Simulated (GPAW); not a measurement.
## Core-hole calculation of the Ti K edge in TiAs (P6_3/mmc)

What does one-electron theory with a core hole give for the Ti K edge of TiAs (P6_3/mmc)?

Program: GPAW 26.7.0. Level of theory: X-ray absorption from dipole matrix elements to empty bands, plane-wave PAW LDA. Results are calculated unless marked as measured.

**1. The starting structure**

The structure is hexagonal, space group P6_3/mmc (No. 194). The conventional cell has a = 3.680 Å, b = 3.680 Å, c = 6.024 Å, α = 90.00°, β = 90.00°, γ = 120.00°. Nearest to As lie 6 Ti at 2.60 Å. Nearest to Ti lie 6 As at 2.60 Å. Farther neighbours are not listed.

Coordinates:

```xyz
4
Lattice="3.6802 0.0000 0.0000 -1.8401 3.1871 0.0000 0.0000 0.0000 6.0237" Properties=species:S:1:pos:R:3 pbc="T T T"
As    0.0000    2.1248    1.5059
As    1.8401    1.0624    4.5178
Ti    0.0000    0.0000    0.0000
Ti    0.0000    0.0000    3.0118
```

**2. The field without a hole**

The ground state comes first: it tells whether the system has a gap, which decides how the excited electron is treated.

File scf.py:

```python
import numpy as np
from ase import Atoms
from ase.parallel import parprint, paropen
from gpaw import GPAW, PW, FermiDirac, Mixer, MixerDif, setup_paths
from gpaw.test import gen
setup_paths.insert(0, '.')
gen('Ti', name='nch1s', xcname='LDA', corehole=(1, 0, 0), write_xml=True)
from gpaw.mpi import world
world.barrier()

atoms = Atoms('As2Ti2',
    cell=[[3.6801875, 0, 0],
     [-1.84009375, 3.18713587, 0],
     [0, 0, 6.02366704]],
    scaled_positions=[[0.33333333, 0.66666667, 0.25],
     [0.66666667, 0.33333333, 0.75],
     [0, 0, 0],
     [0, 0, 0.5]],
    pbc=True)
atoms.calc = calc = GPAW(legacy_gpaw=True, mode=PW(430, force_complex_dtype=True), xc='LDA', setups={2: 'nch1s'},
    kpts={'size': (8, 8, 4), 'gamma': True}, occupations=FermiDirac(0.05),
    charge=0, mixer=Mixer(0.1, 5, 50), maxiter=150,
    convergence={'density': 0.0001, 'eigenstates': 1e-6}, txt='scf.txt')
energy = atoms.get_potential_energy() + calc.get_reference_energy()
ef = calc.get_fermi_level()
out = dict(energy=energy, fermi=ef, forces=atoms.get_forces().tolist())
parprint(f'all-electron energy {energy:.4f} eV, Fermi level {ef:.4f} eV')
ev = np.array([[calc.get_eigenvalues(k, s) for k in range(len(calc.get_ibz_k_points()))] for s in range(calc.get_number_of_spins())])
out['homo'], out['lumo'], out['counts'] = ev[ev < ef].max(), ev[ev > ef].min(), sorted(set((ev < ef).sum((0, 2)).tolist()))
out['filled'] = (ev[:, 0] < ef).sum(1).tolist()
import json
with paropen('out.json', 'w') as f:
    json.dump(out, f)
```

Run with:

```sh
$ OMP_NUM_THREADS=1 mpirun -n 4 gpaw python scf.py
```

Numbers of over 12 decimals in the logs are rounded to 6 here.

The program printed:

```text
Input parameters:
  convergence: {density: 0.0001,
                eigenstates: 1e-06}
  kpts: {gamma: True,
         size: (8, 8, 4)}
  maxiter: 150
  mixer: {backend: pulay,
          beta: 0.1,
          method: separate,
          nmaxold: 5,
          weight: 50}
  mode: {ecut: 430.0,
         force_complex_dtype: True,
         name: pw}
  occupations: {fixmagmom: False,
                name: fermi-dirac,
                width: 0.05}
  setups: {2: nch1s}

Initialize ...

[... PAW data sets ...]

Reference energy: -169187.713760  # eV

Spin-paired calculation

[... convergence settings ...]
Symmetries present (total): 4
  [... symmetry matrices ...]

256 k-points: 8 x 8 x 4 Monkhorst-Pack grid + [1/16,1/16,1/8]
78 k-points in the irreducible part of the Brillouin zone
       k-points in crystal coordinates                weights
   0:     0.00000000    0.00000000    0.00000000          1/256
   1:     0.00000000    0.00000000    0.25000000          2/256
   2:     0.00000000    0.00000000    0.50000000          1/256
   3:     0.00000000    0.12500000   -0.25000000          2/256
   4:     0.00000000    0.12500000    0.00000000          2/256
   5:     0.00000000    0.12500000    0.25000000          2/256
   6:     0.00000000    0.12500000    0.50000000          2/256
   7:     0.00000000    0.25000000   -0.25000000          2/256
   8:     0.00000000    0.25000000    0.00000000          2/256
   9:     0.00000000    0.25000000    0.25000000          2/256
          ...
  77:     0.50000000    0.50000000    0.50000000          2/256

Wave functions: Plane wave expansion
  Cutoff energy: 430.000 eV
  Number of coefficients (min, max): 1401, 1448
  Pulay-stress correction: 0.000000 eV/Ang^3 (de/decut=0.000000)
  Using FFTW library
  Wavefunction extrapolation:
    Improved wavefunction reuse through dual PAW basis

Occupation numbers: Fermi-Dirac:
  width: 0.0500  # eV

Eigensolver
   Davidson(niter=2)

Densities:
  Coarse grid: 18*18*30 grid
  Fine grid: 36*36*60 grid
  Total Charge: 0.000000

Density mixing:
  Method: separate
  Backend: pulay
  Linear mixing parameter: 0.1
  old densities: 5
  Width of damping distribution: 1.1
  Damping of long wavelength oscillations: 50

[... Hamiltonian set-up ...]
Number of atoms: 4
Number of atomic orbitals: 34
Number of bands in calculation: 25
Number of valence electrons: 34
Bands to converge: occupied

... initialized

Initializing position-dependent things.

Density initialized from atomic densities
Creating initial wave functions:
  25 bands from LCAO basis set

            As

       Tis

       Ti

Atomic positions and initial magnetic moments

Positions:
   0 As    -0.000000    2.124757    1.505917    ( 0.0000,  0.0000,  0.0000)
   1 As     1.840094    1.062379    4.517750    ( 0.0000,  0.0000,  0.0000)
   2 Ti     0.000000    0.000000    0.000000    ( 0.0000,  0.0000,  0.0000)
   3 Ti     0.000000    0.000000    3.011834    ( 0.0000,  0.0000,  0.0000)

Unit cell:
           periodic     x           y           z      points  spacing
  1. axis:    yes    3.680188    0.000000    0.000000    18     0.1771
  2. axis:    yes   -1.840094    3.187136    0.000000    18     0.1771
  3. axis:    yes    0.000000    0.000000    6.023667    30     0.2008

  Lengths:   3.680188   3.680188   6.023667
  Angles:   90.000000  90.000000 120.000000

Effective grid spacing dv^(1/3) = 0.1937

iter:   1   -29.963828
iter:   2   -29.792265   -1.39  -1.25
iter:   3   -29.577725   -1.18  -1.31
iter:   4   -29.594125   -2.45  -1.52
iter:   5   -29.566062   -2.05  -1.49
iter:   6   -29.611478   -1.31  -2.00
iter:   7   -29.553402   -2.70  -1.96
iter:   8   -29.538467   -2.32  -2.27
iter:   9   -29.539009c  -3.13  -2.98
iter:  10   -29.538515c  -4.30  -3.00
iter:  11   -29.538511c  -5.39  -3.25
iter:  12   -29.538637c  -4.32  -3.30
iter:  13   -29.538469c  -4.69  -3.35
iter:  14   -29.538477c  -6.43c -3.85
iter:  15   -29.538478c  -7.08c -4.55c

Converged after 15 iterations.

Dipole moment: (-0.000000, -0.000000, -0.000000) |e|*Ang

Energy contributions relative to reference atoms: (reference = -169187.713760)

Kinetic:        +38.071204
Potential:      -36.580862
External:        +0.000000
XC:             -30.939265
Entropy (-ST):   -0.022883
Local:           -0.078114
SIC:             +0.000000
--------------------------
Free energy:    -29.549920
Extrapolated:   -29.538478

Showing only first 2 kpts
 Kpt  Band  Eigenvalues  Occupancy
  0    15      8.09712    1.96216
  0    16      8.25521    1.37420
  0    17      8.25521    1.37419
  0    18      9.12261    0.00000

  1    15      7.35107    2.00000
  1    16      8.25860    1.34473
  1    17      8.25862    1.34454
  1    18      8.80313    0.00008

Fermi level: 8.29454

No gap
No difference between direct/indirect transitions

Forces in eV/Ang:
  0 As    0.00000    0.00001   -0.00062
  1 As    0.00000   -0.00001    0.00062
  2 Ti    0.00000    0.00000    0.00000
  3 Ti    0.00000    0.00000    0.00000
Scalar-relativistic atomic LDA calculation for Ti (Titanium, Z=22)
Core hole in 1s state (1s occupation: 2.0)
600 radial gridpoints.
|------------------------------------------------|
|------------------------------------------------|
[... the atom generator's iteration count ...]

Energy contributions:
-------------------------
Kinetic:     +858.169401
XC:           -40.035523
Potential:  -1669.760805
-------------------------
Total:       -851.626927

state      eigenvalue         ekin         rmax
-----------------------------------------------
1s^2.0 :  -178.412898   235.142209        0.046
2s^2.0 :   -19.674824    40.676506        0.270
2p^6.0 :   -16.315972    39.591103        0.219
3s^2.0 :    -2.287902     8.427789        0.869
3p^6.0 :    -1.425558     7.161594        0.900
3d^2.0 :    -0.164024     3.704740        0.977
4s^2.0 :    -0.168799     0.875365        2.882
4p^0.0 :    -0.056429     0.465286        3.811
-----------------------------------------------
(units: Bohr and Hartree)

Generating PAW setup
Kinetic energy of the core from tauc = 793.509929
Cutoffs:
rc(s)=2.400
rc(p)=2.000
rc(d)=2.000
rc(vbar)=1.800
rc(comp)=2.300
rc(nct)=2.400

Kinetic energy of the core states: 789.184048
Charge: 0.0
Core electrons: 10.0
Valence electrons: 12.0
Pseudo-core charge: 0.000001
Shape function alpha=1.890
Pseudo-electron charge 6.382666
state    eigenvalue         norm
--------------------------------
3s(2) :    -2.287902     0.302066
4s(2) :    -0.168799     0.990650
3p(6) :    -1.425558     0.436626
4p(0) :    -0.056429     0.981035
3d(2) :    -0.164024     0.588737
*d    :     0.835976
--------------------------------

Diagonalizing with gridspacing h=0.050

state   all-electron     PAW
-------------------------------
3s:      -2.287902    -2.288205
3p:      -1.425558    -1.426242
3d:      -0.164024    -0.164519
*f:                    0.065395
-------------------------------
all-electron energy -169217.2522 eV, Fermi level 8.2945 eV
```

It took 17 s on 4 MPI ranks of Intel Xeon Platinum 8488C (Sapphire Rapids), shared host; peak memory 0.2 GiB; 68 s of CPU time.

The mesh shows no gap, so the system is treated as a metal and the core electron is put at the Fermi level (neutral cell).

**3. Spectrum without a core hole, Ti atom 3**

This cheap baseline ignores the attraction of the hole: it shows the absorber's empty states as they are in the ground state. The data set with a hole of occupation 0 only carries the core orbital.

The absorber has 6 As at 2.60 Å and 2 Ti at 3.01 Å (8-fold, site symmetry -3m).

File xas.py:

```python
import numpy as np
from ase import Atoms
from ase.parallel import parprint, paropen
from gpaw import GPAW, PW, FermiDirac, Mixer, MixerDif, setup_paths
from gpaw.test import gen
setup_paths.insert(0, '.')
gen('Ti', name='nch1s', xcname='LDA', corehole=(1, 0, 0), write_xml=True)
from gpaw.mpi import world
world.barrier()

atoms = Atoms('As2Ti2',
    cell=[[3.6801875, 0, 0],
     [-1.84009375, 3.18713587, 0],
     [0, 0, 6.02366704]],
    scaled_positions=[[0.33333333, 0.66666667, 0.25],
     [0.66666667, 0.33333333, 0.75],
     [0, 0, 0],
     [0, 0, 0.5]],
    pbc=True)
atoms.calc = calc = GPAW(legacy_gpaw=True, mode=PW(430, force_complex_dtype=True), xc='LDA', setups={2: 'nch1s'},
    kpts={'size': (11, 11, 6), 'gamma': True}, occupations=FermiDirac(0.1),
    charge=0, mixer=Mixer(0.1, 5, 50), maxiter=150,
    convergence={'density': 0.0001, 'eigenstates': 1e-6}, txt='scf.txt')
energy = atoms.get_potential_energy() + calc.get_reference_energy()
ef = calc.get_fermi_level()
out = dict(energy=energy, fermi=ef, forces=atoms.get_forces().tolist())
parprint(f'all-electron energy {energy:.4f} eV, Fermi level {ef:.4f} eV')
ev = np.array([[calc.get_eigenvalues(k, s) for k in range(len(calc.get_ibz_k_points()))] for s in range(calc.get_number_of_spins())])
out['homo'], out['lumo'], out['counts'] = ev[ev < ef].max(), ev[ev > ef].min(), sorted(set((ev < ef).sum((0, 2)).tolist()))
out['filled'] = (ev[:, 0] < ef).sum(1).tolist()

from ase.units import Ha
from gpaw.xas import dipole_matrix_elements
nb = int(calc.get_number_of_electrons() / 2) + 55
top, nb = nb, nb + 8 + nb // 12
nscf = calc.fixed_density(kpts={'size': (8, 8, 5), 'gamma': True}, nbands=nb,
    convergence={'bands': top, 'eigenstates': 5e-3}, maxiter=60, txt='nscf.txt')
cell = atoms.cell.array
ops = [cell.T @ U.T @ np.linalg.inv(cell.T) for U in nscf.wfs.kd.symmetry.op_scc]
E = np.arange(-25, 34, 0.1)
fwhm = np.interp(E, [4, 25], [0.94, 3.5])
Y, X, zero, highest = 0, 0, 1e9, 1e9
for spin in range(nscf.get_number_of_spins()):
    wfs = nscf.wfs
    mine = wfs.bd.get_slice()  # this rank's bands
    A = dipole_matrix_elements(wfs.setups[2])
    eps = np.zeros((wfs.kd.nibzkpts, nb))
    d = np.zeros((3, A.shape[1], wfs.kd.nibzkpts, nb), complex)
    for kpt in wfs.kpt_u:
        if kpt.s == spin and 2 in kpt.P_ani:
            eps[kpt.k, mine] = kpt.eps_n * Ha
            d[:, :, kpt.k, mine] = (kpt.weight * wfs.nspins / 2) ** 0.5 * np.inner(A, kpt.P_ani[2])
    world.sum(eps)
    world.sum(d)
    T = np.einsum('amkn,bmkn->abkn', d, d.conj()).real
    T = sum(np.einsum('ai,ijkn,bj->abkn', R, T, R) for R in ops) / len(ops)
    empty = eps > ef
    zero, highest = min(zero, eps[empty].min()), min(highest, eps[:, top - 1].min())
    lines = [(eps, T, empty)] if spin == 0 else lines + [(eps, T, empty)]
for eps, T, empty in lines:
    f = np.einsum('aakn->akn', T).reshape(3, -1)
    x = eps.ravel() - zero
    w = np.interp(x, E, fwhm) / 2.35482
    g = np.exp(-0.5 * ((E[:, None] - x) / w) ** 2) / (w * (2 * np.pi) ** 0.5)
    Y = Y + (f * empty.ravel()) @ g.T
    X = X + (f * ~empty.ravel()) @ g.T
out.update(E=E.round(2).tolist(), xas=Y.tolist(), xes=X.tolist(), zero=zero, valid=highest - zero, nk=len(eps), nb=nb)
for i in range(0, len(E), 10):
    parprint(f'{E[i]:7.2f}', *(f'{v:10.3e}' for v in Y[:, i]))
import json
with paropen('out.json', 'w') as f:
    json.dump(out, f)
```

Run with:

```sh
$ OMP_NUM_THREADS=1 mpirun -n 4 gpaw python xas.py
```

The program printed:

```text
Input parameters:
  convergence: {density: 0.0001,
                eigenstates: 1e-06}
  kpts: {gamma: True,
         size: (11, 11, 6)}
  maxiter: 150
  mixer: {backend: pulay,
          beta: 0.1,
          method: separate,
          nmaxold: 5,
          weight: 50}
  mode: {ecut: 430.0,
         force_complex_dtype: True,
         name: pw}
  occupations: {fixmagmom: False,
                name: fermi-dirac,
[...]
*d    :     0.835976
--------------------------------

Diagonalizing with gridspacing h=0.050

state   all-electron     PAW
-------------------------------
3s:      -2.287902    -2.288205
3p:      -1.425558    -1.426242
3d:      -0.164024    -0.164519
*f:                    0.065395
-------------------------------
all-electron energy -169217.2455 eV, Fermi level 8.3041 eV
[...]
32.00  4.061e-07  4.061e-07  5.689e-07
  33.00  4.047e-07  4.047e-07  5.293e-07
[key lines of the parts left out:]
Converged after 16 iterations.
Dipole moment: (-0.000000, -0.000000, -0.000000) |e|*Ang
Free energy:    -29.582111
Fermi level: 8.30406
```

It took 62 s on 4 MPI ranks; peak memory 0.38 GiB.

The Ti K spectrum, Ti atom 3, no core hole (energy from the lowest empty level; intensity scaled to a mean of 1 over the first 20 eV; polarised curves are means over the symmetry-equivalent atoms):

```
E (eV)  isotropic  ε ⊥ c  ε ∥ c
  -2.0       0.00   0.00   0.00
  -1.5       0.00   0.00   0.00
  -1.0       0.00   0.00   0.00
  -0.5       0.02   0.02   0.03
   0.0       0.09   0.09   0.10
   0.5       0.18   0.20   0.12
   1.0       0.30   0.37   0.14
   1.5       0.40   0.52   0.17
   2.0       0.44   0.58   0.15
   2.5       0.44   0.59   0.15
   3.0       0.46   0.59   0.20
   3.5       0.55   0.63   0.38
   4.0       0.53   0.58   0.45
   4.5       0.34   0.37   0.29
   5.0       0.32   0.34   0.29
   5.5       0.45   0.47   0.40
   6.0       0.70   0.80   0.51
   6.5       0.89   1.03   0.63
   7.0       1.02   1.12   0.81
   7.5       1.23   1.32   1.04
   8.0       1.49   1.54   1.38
   8.5       1.68   1.65   1.74
   9.0       1.73   1.66   1.89
   9.5       1.70   1.63   1.83
  10.0       1.60   1.57   1.65
  10.5       1.44   1.43   1.47
  11.0       1.27   1.22   1.37
  11.5       1.13   1.03   1.33
  12.0       1.07   0.95   1.31
  12.5       1.10   0.99   1.32
  13.0       1.16   1.07   1.36
  13.5       1.19   1.11   1.35
  14.0       1.18   1.12   1.29
  14.5       1.15   1.12   1.20
  15.0       1.13   1.14   1.13
  15.5       1.15   1.18   1.10
  16.0       1.18   1.22   1.12
  16.5       1.22   1.24   1.16
  17.0       1.23   1.25   1.20
  17.5       1.23   1.24   1.23
  18.0       1.23   1.22   1.25
  18.5       1.24   1.23   1.25
  19.0       1.25   1.25   1.24
  19.5       1.25   1.27   1.21
  20.0       1.24   1.28   1.16
  20.5       1.22   1.27   1.11
  21.0       1.18   1.25   1.05
  21.5       1.15   1.22   1.01
  22.0       1.12   1.20   0.97
  22.5       1.09   1.17   0.93
  23.0       1.07   1.15   0.90
  23.5       1.04   1.13   0.87
  24.0       1.02   1.10   0.85
  24.5       1.00   1.07   0.85
  25.0       0.98   1.04   0.85
  25.5       0.96   1.01   0.87
  26.0       0.95   0.98   0.89
  26.5       0.95   0.96   0.92
  27.0       0.95   0.95   0.96
  27.5       0.96   0.95   1.00
  28.0       0.98   0.94   1.05
  28.5       0.99   0.94   1.09
  29.0       1.00   0.93   1.12
  29.5       1.00   0.92   1.15
  30.0       0.99   0.90   1.17
  30.5       0.98   0.87   1.18
  31.0       0.96   0.85   1.18
  31.5       0.94   0.83   1.17
  32.0       0.92   0.81   1.14
```

Main maxima below 30 eV (height): 3.7 eV (0.57), 9.0 eV (1.73), 13.5 eV (1.19), 19.5 eV (1.25) and 29.3 eV (1.00). A K edge sees empty p states, which here mix into the lowest empty bands, so that weight starts at the zero.

The same matrix elements for filled bands give the Ti K emission of Ti atom 3 (ground-state approximation; energy from the lowest empty level, largest value 1):

```csv
E (eV),emission
-24.00,0.00
-23.25,0.00
-22.50,0.00
-21.75,0.00
-21.00,0.00
-20.25,0.00
-19.50,0.00
-18.75,0.00
-18.00,0.00
-17.25,0.00
-16.50,0.00
-15.75,0.00
-15.00,0.00
-14.25,0.00
-13.50,0.00
-12.75,0.01
-12.00,0.09
-11.25,0.34
-10.50,0.34
-9.75,0.02
-9.00,0.00
-8.25,0.00
-7.50,0.00
-6.75,0.00
-6.00,0.02
-5.25,0.22
-4.50,0.40
-3.75,0.37
-3.00,0.80
-2.25,0.85
-1.50,0.25
-0.75,0.08
0.00,0.04
0.75,0.00
1.50,0.00
2.25,0.00
3.00,0.00
```

Emission maxima: -10.8 eV (0.45), -4.6 eV (0.41) and -2.6 eV (1.00).

**4. Reference energy of the supercell**

The photon energy needs a difference of total energies, so the cell and mesh of the coming hole run are first run without a hole.

Edit scf.py of step 2 so:

```diff
@@ -10,13 +10,21 @@
 
-atoms = Atoms('As2Ti2',
-    cell=[[3.6801875, 0, 0],
-     [-1.84009375, 3.18713587, 0],
-     [0, 0, 6.02366704]],
-    scaled_positions=[[0.33333333, 0.66666667, 0.25],
-     [0.66666667, 0.33333333, 0.75],
+atoms = Atoms('As6Ti6',
+    cell=[[-5.52028125, 3.18713587, 0],
+     [-5.52028125, -3.18713587, 0],
+     [3.6801875, 0, 6.02366704]],
+    scaled_positions=[[0.41666667, 0.75, 0.25],
+     [0.75, 0.08333333, 0.25],
+     [0.08333333, 0.41666667, 0.25],
+     [0.25, 0.91666667, 0.75],
+     [0.58333333, 0.25, 0.75],
+     [0.91666667, 0.58333333, 0.75],
      [0, 0, 0],
-     [0, 0, 0.5]],
+     [0.33333333, 0.33333333, 0],
+     [0.66666667, 0.66666667, 0],
+     [0.16666667, 0.16666667, 0.5],
+     [0.5, 0.5, 0.5],
+     [0.83333333, 0.83333333, 0.5]],
     pbc=True)
-atoms.calc = calc = GPAW(legacy_gpaw=True, mode=PW(430, force_complex_dtype=True), xc='LDA', setups={2: 'nch1s'},
-    kpts={'size': (8, 8, 4), 'gamma': True}, occupations=FermiDirac(0.05),
+atoms.calc = calc = GPAW(legacy_gpaw=True, mode=PW(430, force_complex_dtype=True), xc='LDA', setups={6: 'nch1s'},
+    kpts={'size': (5, 5, 5), 'gamma': True}, occupations=FermiDirac(0.1),
     charge=0, mixer=Mixer(0.1, 5, 50), maxiter=150,
```

Run with:

```sh
$ OMP_NUM_THREADS=1 mpirun -n 4 gpaw python scf.py
```

The program printed:

```text
Input parameters:
  convergence: {density: 0.0001,
                eigenstates: 1e-06}
  kpts: {gamma: True,
         size: (5, 5, 5)}
  maxiter: 150
  mixer: {backend: pulay,
          beta: 0.1,
          method: separate,
          nmaxold: 5,
          weight: 50}
  mode: {ecut: 430.0,
         force_complex_dtype: True,
         name: pw}
  occupations: {fixmagmom: False,
                name: fermi-dirac,
[...]
4s(2) :    -0.168799     0.990650
3p(6) :    -1.425558     0.436626
4p(0) :    -0.056429     0.981035
3d(2) :    -0.164024     0.588737
*d    :     0.835976
--------------------------------

Diagonalizing with gridspacing h=0.050

state   all-electron     PAW
-------------------------------
3s:      -2.287902    -2.288205
3p:      -1.425558    -1.426242
3d:      -0.164024    -0.164519
*f:                    0.065395
-------------------------------
all-electron energy -507651.7251 eV, Fermi level 8.3052 eV
[key lines of the parts left out:]
Converged after 18 iterations.
Dipole moment: (0.000000, -0.000000, -0.000000) |e|*Ang
Free energy:    -88.740698
Fermi level: 8.30524
```

Elapsed: 2 min, on 4 MPI ranks; peak memory 0.37 GiB; 7.8 min of CPU time.

Reference energy: -507651.725 eV with the cores included.

(Part 1 of 2 ends here.)

[Banner, clock and machine lines of the logs are left out without a mark of their own.]

[Logs are printed without paths, hosts, clocks, repeated set-up lines and the standing remarks that a program may print on its own settings, such as how far it seeks lower states.]

[Hosts, paths, dates, database ids (printed as entryN), source tags and the programs' standing remarks are cut or masked in the printed files.]

[Lists of maxima count a maximum above −3 eV only where it reaches 4 % of the highest in the window and stands out from its surroundings by 2 % of it (1.5 % where it reaches 55 %); shoulders and weaker maxima are passed over, and of the rest the first, up to two pre-edge ones and the few strongest are named.]
